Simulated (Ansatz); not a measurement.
# How MnSi absorbs and reflects light

What colour and refractive index does MnSi have at this level of theory? The cell comes from an older database entry, whose edges can differ from later determinations, mostly by under a per cent.

Main program and level: Ansatz 0.2.0; DFT, PBE, plane-wave PAW, default files, scalar-relativistic, independent-particle optical response without local fields.

The database entry behind the starting cell differs from later determinations by our own check (0.1 to 0.3 % short, probably kX units), so it need not match the best structure at ambient conditions.

### Step 1. The structure

The structure is cubic, space group P2_13 (No. 198). Conventional cell: a = 4.548 Å, b = 4.548 Å, c = 4.548 Å, α = 90.00°, β = 90.00°, γ = 90.00°. Mn has 7 Si at 2.30 to 2.53 Å nearest. Nearest to Si lie 7 Mn at 2.30 to 2.53 Å. Farther neighbours are not listed.

### Step 2. Ground state and bands

The self-consistent density comes first; it also tells whether there is a gap, which decides the occupations and the need for a Drude term.

This step: DFT, PBE, plane-wave PAW, default files, scalar-relativistic, ground state (Ansatz 0.2.0).

Input file input.yaml:

```yaml
crystal:
  lattice:
    - [4.548, 0.0, 0.0]
    - [0.0, 4.548, 0.0]
    - [0.0, 0.0, 4.548]
  atoms:
    - { symbol: Mn, position: [0.862, 0.638, 0.362], spin: 4.0 }
    - { symbol: Mn, position: [0.638, 0.362, 0.862], spin: 4.0 }
    - { symbol: Mn, position: [0.362, 0.862, 0.638], spin: 4.0 }
    - { symbol: Mn, position: [0.138, 0.138, 0.138], spin: 4.0 }
    - { symbol: Si, position: [0.154, 0.346, 0.654] }
    - { symbol: Si, position: [0.346, 0.654, 0.154] }
    - { symbol: Si, position: [0.654, 0.154, 0.346] }
    - { symbol: Si, position: [0.846, 0.846, 0.846] }
magnetization:
  spin_polarized: true
kpoints:
  mp_grid: { grid: [5, 5, 5] }
  band_path:
    path:
      - [[0.0, 0.0, 0.0], [0.0, 0.5, 0.0], [0.5, 0.5, 0.0], [0.0, 0.0, 0.0], [0.5, 0.5, 0.5], [0.0, 0.5, 0.0]]
      - [[0.5, 0.5, 0.0], [0.5, 0.5, 0.5]]
    npoints: 10
scf:
  occupations: { method: fermi_dirac, width: 0.05 }
  n_extra_bands: 20
hamiltonian:
  xc: pbe
  pseudopotentials: { kind: paw }
output:
  forces: true
  stress: true
  populations: true
  write_bands: true
  write_density: true
  write_potential: true
  elf: true
  volumetric_format: npy
```

Started as:

```bash
$ ansatz run input.yaml --threads 4 --pin off --max-ram 8192MiB --backend cpu --events-out ev --progress --plain --runs-dir out
```

Numbers of over 12 decimals in the logs are rounded to 6 here.

Output:

```text
scf.n_extra_bands = 20 over 38 filled bands (N_el = 76.0): the run solves 58 bands
Engine: ansatz 0.2.0, x86_64-unknown-linux-gnu
Pseudopotentials: kind: paw
Pseudopotential: Mn, paw, valence charge 15, recommended cutoff 420 eV (normal), Mn.paw.azcp
Pseudopotential: Si, paw, valence charge 4, recommended cutoff 420 eV (normal), Si.paw.azcp
Functional definition: PBE
  parameter kappa = 0.804
  parameter beta = 0.066725
  exchange = pbe_x(kappa = kappa, mu = beta*pi^2/3)
  correlation = pbe_c(beta = beta)
Crystal: 8 atoms, lattice volume = 94.072 Å³
Basis set: ecut = 420 eV, 1839 PW (Γ), exchange–correlation on 64×64×64 points (8 copies of the dense FFT grid, shifted against one another)
Bands: 58, of which v1, the nominal top of the filled ones, is band 38 counted from 1 (37 counted from 0)
Symmetry: 12 space group operations
Space group: P213 (ITA 198), of the structure as read, at distance tolerance 4.5e-5 Å
Magnetic group: BNS 198.9 (UNI 1511), of the structure as read, at distance tolerance 4.5e-5 Å
k-points: 11 of 125 (time reversal used)
Non-local potential: Mn, projectors of the file, l = 0: 3, l = 1: 2, l = 2: 3, l = 3: 1
Non-local potential: Si, projectors of the file, l = 0: 2, l = 1: 2, l = 2: 2
PAW form: soft (Blöchl's): semilocal exchange-correlation on the pseudo side does not see the compensation charge
PAW one-centre angular grid: Mn, 590 points (default); XC on 64 Gauss nodes
PAW one-centre angular grid: Si, 110 points (default); XC on 64 Gauss nodes
Initial density: superposition of atomic densities (chi_scale 0.1, normalization cell)
Starting moments: Σ|m| = 16 μB on 4 of 8 sites
Initial wavefunctions: pseudopotential atomic-orbital guess
Functional: x = pbe(κ = 0.804, μ = 0.219515), c = pbe(β = 0.066725)
SCF iter   1: F=—  HF=-18147.569176 eV  |F-HF|=—  |Δ(HF+E_count)|=         —  Δρ=2.52e-1 (↑2.52e-1 ↓1.48e-1)  dr2=1.03e1  dr2_m=3.39e1  M=4.074 μB ∫|m|=5.100 μB  β_m=0.30  ethr=3.10e-3  ⟨swp⟩=6.9  Hψ=5064  notcnv=0  defer=7
Mixer restart at iter 1: flushing history
preconditioner: auto → Kerker (q_TF=auto, 2.633 Å⁻¹)  [metal: Δε(μ)=0.091 eV  Ē_g=8.467 eV  σ=0.050 eV  W_gap=0.41  n_scr=26 (ndim 8)  ℏωp=25.4 eV  f_vac=0.000  D(μ)=3.68/eV (n_scr^D=26)]
spin=Collinear: Kerker preconditioning applied to the charge; magnetization (m = ρ↑ − ρ↓) channel mixes plain (no charge-response kernel on spin).
SCF iter   2: F=—  HF=-18138.501725 eV  |F-HF|=—  |Δ(HF+E_count)|=    9.07e0  Δρ=9.23e-2 (↑9.23e-2 ↓8.99e-2)  dr2=8.18e-1  dr2_m=6.96e0  M=6.400 μB ∫|m|=7.537 μB  β_m=0.40  ethr=3.10e-3  ⟨swp⟩=2.7  Hψ=2429  notcnv=0  defer=185
SCF iter   3: F=—  HF=-18140.799395 eV  |F-HF|=—  |Δ(HF+E_count)|=    2.30e0  Δρ=6.12e-2 (↑5.08e-2 ↓6.12e-2)  dr2=7.42e-1  dr2_m=2.62e0  M=5.869 μB ∫|m|=6.998 μB  β_m=0.57  ethr=1.08e-3  ⟨swp⟩=2.9  Hψ=1960  notcnv=0  defer=185
SCF iter   4: F=—  HF=-18142.350714 eV  |F-HF|=—  |Δ(HF+E_count)|=    1.55e0  Δρ=2.65e-2 (↑2.21e-2 ↓2.65e-2)  dr2=2.22e-1  dr2_m=4.77e-1  M=4.027 μB ∫|m|=4.941 μB  β_m=0.85  ethr=9.76e-4  ⟨swp⟩=3.0  Hψ=2325  notcnv=0  defer=178
SCF iter   5: F=—  HF=-18142.122971 eV  |F-HF|=—  |Δ(HF+E_count)|=   2.28e-1  Δρ=3.18e-2 (↑7.66e-3 ↓3.18e-2)  dr2=9.77e-1  dr2_m=2.16e-1  M=3.674 μB ∫|m|=4.219 μB  β_m=0.77  ethr=2.92e-4  ⟨swp⟩=3.5  Hψ=2605  notcnv=0  defer=187
SCF iter   6: F=—  HF=-18142.250946 eV  |F-HF|=—  |Δ(HF+E_count)|=   1.28e-1  Δρ=7.76e-3 (↑7.19e-3 ↓7.76e-3)  dr2=1.90e-1  dr2_m=5.01e-4  M=3.860 μB ∫|m|=4.514 μB  β_m=0.89  ethr=2.92e-4  ⟨swp⟩=2.9  Hψ=2063  notcnv=0  defer=194
SCF iter   7: F=—  HF=-18142.284803 eV  |F-HF|=—  |Δ(HF+E_count)|=   3.39e-2  Δρ=6.97e-3 (↑6.97e-3 ↓2.30e-3)  dr2=2.06e-2  dr2_m=1.78e-2  M=3.920 μB ∫|m|=4.612 μB  β_m=0.94  ethr=2.51e-4  ⟨swp⟩=2.0  Hψ=1695  notcnv=0  defer=194
SCF iter   8: F=—  HF=-18142.284992 eV  |F-HF|=—  |Δ(HF+E_count)|=   1.89e-4  Δρ=4.20e-3 (↑4.20e-3 ↓2.91e-3)  dr2=1.50e-3  dr2_m=1.07e-2  M=3.925 μB ∫|m|=4.612 μB  β_m=0.97  ethr=2.71e-5  ⟨swp⟩=2.3  Hψ=1852  notcnv=0  defer=190
SCF iter   9: F=—  HF=-18142.283914 eV  |F-HF|=—  |Δ(HF+E_count)|=   1.08e-3  Δρ=9.51e-4 (↑9.51e-4 ↓7.75e-4)  dr2=2.68e-5  dr2_m=6.29e-4  M=3.917 μB ∫|m|=4.585 μB  β_m=0.99  ethr=1.97e-6  ⟨swp⟩=1.7  Hψ=1633  notcnv=0  defer=190
SCF iter  10: F=—  HF=-18142.283856 eV  |F-HF|=—  |Δ(HF+E_count)|=   5.84e-5  Δρ=8.50e-5 (↑3.17e-5 ↓8.50e-5)  dr2=6.22e-6  dr2_m=2.10e-6  M=3.915 μB ∫|m|=4.576 μB  β_m=0.99  ethr=3.53e-8  ⟨swp⟩=2.3  Hψ=2036  notcnv=0  defer=190
SCF iter  11: F=—  HF=-18142.283835 eV  |F-HF|=—  |Δ(HF+E_count)|=   2.10e-5  Δρ=2.02e-5 (↑7.77e-6 ↓2.02e-5)  dr2=2.92e-7  dr2_m=1.37e-7  M=3.914 μB ∫|m|=4.575 μB  β_m=1.00  ethr=8.18e-9  ⟨swp⟩=2.0  Hψ=1537  notcnv=0  defer=190
SCF iter  12: F=—  HF=-18142.283835 eV  |F-HF|=—  |Δ(HF+E_count)|=   4.71e-9  Δρ=1.13e-6 (↑1.13e-6 ↓1.01e-6)  dr2=2.99e-9  dr2_m=5.00e-11  M=3.914 μB ∫|m|=4.575 μB  β_m=0.98  ethr=3.84e-10  ⟨swp⟩=2.3  Hψ=1680  notcnv=0  defer=190
SCF iter  13: F=-18142.283835 eV  HF=-18142.283835 eV  |F-HF|=1.72e-9  |Δ(HF+E_count)|=  2.84e-10  Δρ=7.66e-7 (↑7.66e-7 ↓7.31e-7)  dr2=1.89e-9  dr2_m=5.69e-12  M=3.914 μB ∫|m|=4.575 μB  ethr=3.94e-12  ⟨swp⟩=11.0  Hψ=7915  notcnv=0
SCF 1 converged in 13 iterations: F = -18142.283835 eV  dr2 = 1.89e-9
  greatest PAW one-centre occupation: 1.000 electrons in one spin orbital (limit 2), on the Mn atom at site 3 (counted from 0), in its partial waves of l = 0
NSCF: frozen V_eff on 62 k-points
SCF converged after 13 iterations
Magnetization: 3.9141 μB (39.9571 up, 36.0429 down)
Absolute magnetization: 4.5751 μB (∫|ρ↑−ρ↓|, with the PAW one-centre terms)
Spin contamination: 0.0734 ħ² per cell (⟨S²⟩ above its minimum at these occupations)
Per-site moments (μB) at R_I (Å): [(0.996904, 0.948829), (0.996904, 0.948829), (0.996904, 0.948829), (0.996904, 0.948829), (-0.042484, 0.948829), (-0.042484, 0.948829), (-0.042484, 0.948829), (-0.042484, 0.948829)]
Free energy (F): -18142.283835 eV
Harris-Foulkes:  -18142.283835 eV  (|F-HF|=1.72e-9)
Internal energy: -18142.250733 eV  (E = F + TS)
E sigma→0 (E₀):  -18142.267284 eV
Entropy (-TS):   -0.033102 eV (-4.138 meV/atom)
Fermi energy:    15.711707 eV
--- Per-component energies (eV) ---
  E_band       = -743.480536
  E_kinetic    = 1415.367166
  E_local      = -8606.453774  (includes V_loc(G=0)·N_el)
  E_nonlocal   = 1051.974207
  E_hartree    = 3691.154991
  E_xc         = -690.452041
  E_vxc        = -789.486535  (∫ρ·V_xc dr)
  E_paw        = -7245.448725  (= ΣΔE_a)
  E_vpaw       = -1197.186357  (= ΣTr[D̂ρ^β])
  E_aug_tail   = -0.000013  (compensation charges beyond the density's cutoff)
  E_ewald      = -7758.392544
  E_smearing   = -0.033102  (= −TS)
  E_closure    = -0.000000  (closes the sum)
  Σ components = -18142.283835   (vs F -18142.283835, Δ=0.00e0)
--- Forces (eV/Å), atoms counted from 1 ---
  atom   1  Mn     0.14692906    -0.14692906     0.14692906
  atom   2  Mn    -0.14692906     0.14692906     0.14692906
  atom   3  Mn     0.14692906     0.14692906    -0.14692906
  atom   4  Mn    -0.14692906    -0.14692906    -0.14692906
  atom   5  Si     0.05597921    -0.05597921     0.05597921
  atom   6  Si    -0.05597921     0.05597921     0.05597921
  atom   7  Si     0.05597921     0.05597921    -0.05597921
  atom   8  Si    -0.05597921    -0.05597921    -0.05597921
  max |Σ_I F_I| component: 1.11e-16 eV/Å
--- Stress (GPa, compression-positive) ---
       -4.512710       0.000000      -0.000000
        0.000000      -4.512710      -0.000000
       -0.000000       0.000000      -4.512710
  P = ⅓ Tr σ = -4.5127 GPa (-45.127 kbar)
--- Band table (eV; the first three rows and the last of 22) ---
  k-point 0 ↑: bands = [... 34 lower, 13.8202, 15.3275, 15.3275, 15.3275, 15.3871, 15.3871, 16.4453, 16.4453, ... 16 higher]
  k-point 1 ↑: bands = [... 34 lower, 14.1002, 15.0063, 15.1130, 15.3142, 15.4011, 15.6538, 16.1408, 16.3476, ... 16 higher]
  k-point 2 ↑: bands = [... 34 lower, 14.2307, 14.6024, 15.0601, 15.1561, 15.4930, 15.6460, 15.9564, 16.0992, ... 16 higher]
  k-point 10 ↓: bands = [... 34 lower, 15.6363, 15.7649, 15.8455, 15.9125, 16.0084, 16.0835, 16.8381, 16.8703, ... 16 higher]
--- Löwdin populations: 8 sites ---
  site symbol       q [e]    m [muB]
     0     Mn     14.6684     1.0841
     1     Mn     14.6684     1.0841
     2     Mn     14.6684     1.0841
     3     Mn     14.6684     1.0841
     4     Si      4.0962    -0.1031
     5     Si      4.0962    -0.1031
     6     Si      4.0962    -0.1031
     7     Si      4.0962    -0.1031
  spilling = 0.012389 (of n_electrons = 76.000000)
```

Elapsed: 25 s, on 4 threads of Intel Xeon at 2.50GHz (Skylake/Cascade Lake), shared host; peak memory 0.68 GiB.

Read-outs, printed or worked out from the files:

* free energy: -18142.2838 eV
* Fermi energy: 15.71 eV
* magnetization: 3.914 μB
* absolute magnetization: 4.575 μB
* site moments: 0.9969, 0.9969, 0.9969, 0.9969, -0.04248, -0.04248, -0.04248, -0.04248 μB
* electrons: 76
* symmetry operations: 12
* pressure: -4.513 GPa
* volume: 94.07 Å³
* gap on the path: 0 eV

There are states at the Fermi level within the smearing, so the occupations stay smeared and the carriers get a Drude term. The cell is left with a pressure of -4.5 GPa and forces up to 0.25 eV/Å, as it stands unrelaxed at this level.

Both spins together. Electronic bands along the path, in eV, zero at the Fermi level; # counts the bands kept:

```tsv
point	#41	#42	#43	#44	#45	#46	#47	#48
Γ	-0.38	-0.33	-0.33	0.66	0.66	0.66	0.73	0.73
halfway	-0.44	-0.30	-0.03	0.14	0.36	0.53	0.58	0.84
X	-0.40	-0.40	-0.14	-0.14	0.28	0.28	0.60	0.60
halfway	-0.34	-0.34	-0.31	-0.31	0.22	0.22	0.45	0.45
M	-0.58	-0.58	-0.48	-0.48	-0.25	-0.25	0.61	0.61
halfway	-0.67	-0.40	-0.13	0.13	0.24	0.25	0.44	0.63
Γ	-0.38	-0.33	-0.33	0.66	0.66	0.66	0.73	0.73
halfway	-0.62	-0.50	-0.28	0.07	0.25	0.26	0.36	0.43
R	0.08	0.08	0.08	0.08	0.24	0.24	0.24	0.24
halfway	-0.49	-0.49	-0.22	-0.22	0.18	0.18	0.42	0.42
X	-0.40	-0.40	-0.14	-0.14	0.28	0.28	0.60	0.60
jump to M	-0.58	-0.58	-0.48	-0.48	-0.25	-0.25	0.61	0.61
halfway	-0.35	-0.35	-0.15	-0.15	-0.07	-0.07	0.46	0.46
R	0.08	0.08	0.08	0.08	0.24	0.24	0.24	0.24
```

Spin density in the ac plane at fractional y = 0.138, with atoms of Mn and Si within 0.2 Å of it.

Ten even steps from '0' (0.0 e/Å³) to '9' (1.7 e/Å³), each cell a mean:
```
00000000000000
00000000000000
00000000000000
00000000000000
00000000000000
00000000000000
00000000000000
00000000000000
00000000000000
01100000000000
14410000000000
27941000000000
14841000000000
01210000000000
```
Atoms in or near the plane, at fractional coordinates: Mn at (0.14, 0.14), Si at (0.65, 0.35).

Electrostatic potential energy in the ac plane at fractional y = 0.138, with atoms of Mn and Si within 0.2 Å of it. With pseudopotentials it is smooth inside the atoms' cores, unlike the true potential.

Ten even steps from '0' (-40 eV) to '9' (17 eV), each cell a mean:
```
87789999999999
99999999989999
99999999999999
98889999999999
98889999999999
98889999999999
99999998656899
99999986212689
99899984000489
75568984000489
41126986323788
20015899777997
30015999999997
53247999999998
```
Atoms in or near the plane, at fractional coordinates: Mn at (0.14, 0.14), Si at (0.65, 0.35).

[end of part 1 of 2]

[Logs are printed without paths, hosts, clocks, repeated set-up lines and the standing remarks that a program may print on its own settings, such as how far it seeks lower states.]

[Hosts, paths, dates, database ids (printed as entryN), source tags and the programs' standing remarks are cut or masked in the printed files.]
